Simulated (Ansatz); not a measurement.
Two G0W0 runs on Ta2O5 (Pmmn).

```cif
data_structure
_symmetry_space_group_name_H-M 'P 1'
_symmetry_Int_Tables_number 1
_cell_length_a 3.8409
_cell_length_b 13.0373
_cell_length_c 3.8742
_cell_angle_alpha 90.000
_cell_angle_beta 90.000
_cell_angle_gamma 90.000
_cell_volume 194.00
loop_
_atom_site_label
_atom_site_type_symbol
_atom_site_fract_x
_atom_site_fract_y
_atom_site_fract_z
_atom_site_occupancy
Ta1 Ta 0.00000 0.14580 0.02271 1
Ta2 Ta 0.50000 0.35420 0.97729 1
Ta3 Ta 0.50000 0.64580 0.97729 1
Ta4 Ta 0.00000 0.85420 0.02271 1
O5 O 0.50000 0.18523 0.00206 1
O6 O 0.00000 0.31477 0.99794 1
O7 O 0.00000 0.68523 0.99794 1
O8 O 0.50000 0.81477 0.00206 1
O9 O 0.00000 0.85107 0.50765 1
O10 O 0.50000 0.64893 0.49235 1
O11 O 0.50000 0.35107 0.49235 1
O12 O 0.50000 0.50000 0.99500 1
O13 O 0.00000 0.00000 0.00500 1
O14 O 0.00000 0.14893 0.50765 1
```

The cell and positions are those that the Materials Project relaxed with its own functionals (PBE, PBE+U or r2SCAN), kept fixed. Spin-orbit coupling is left out unless a run names it.

The first (Ansatz 0.2.0; start LDA, 4×2×4 mesh, 891 empty bands, screening to 160 eV, hard PAW files; 1 × NVIDIA H100 80GB HBM3 (shared by 3 runs) with 4 threads of AMD EPYC 7R13 (Zen 3), shared host) gave, on its mesh: starting gap 2.21 eV, G0W0 gap 3.69 eV, RPA ε∞ (mean) 5.54, 2.2 min.

The second gave: starting gap 2.21 eV, G0W0 gap 3.85 eV, RPA ε∞ (mean) 5.52, 14 min.

Question: What was changed in the input? Choose among start, files, mesh, bands and cutoff, frequency model or another key.

Changed: empty bands from 891 to 2640 and screening cutoff (eV) from 160.0 to 330.0. The starting gap stayed, which rules out the functional and points to the GW step. Other changes could give like numbers; this is the one that was made.

Limits: not at the basis limit; no spin-orbit coupling; coarse k mesh.

[Paths, hosts, dates, memory and timing lines, banners, echoed tables and standing remarks are left out of the program output.]

[Logs are printed without paths, hosts, clocks, repeated set-up lines and the standing remarks that a program may print on its own settings, such as how far it seeks lower states.]

[Runs of the session that timed out or met a known fault of the program may be left out.]

[Cells called generated may have been cut or substituted from an entry of the Crystallography Open Database or the Materials Project.]

[Hosts, paths, dates, database ids (printed as entryN), source tags and the programs' standing remarks are cut or masked in the printed files.]
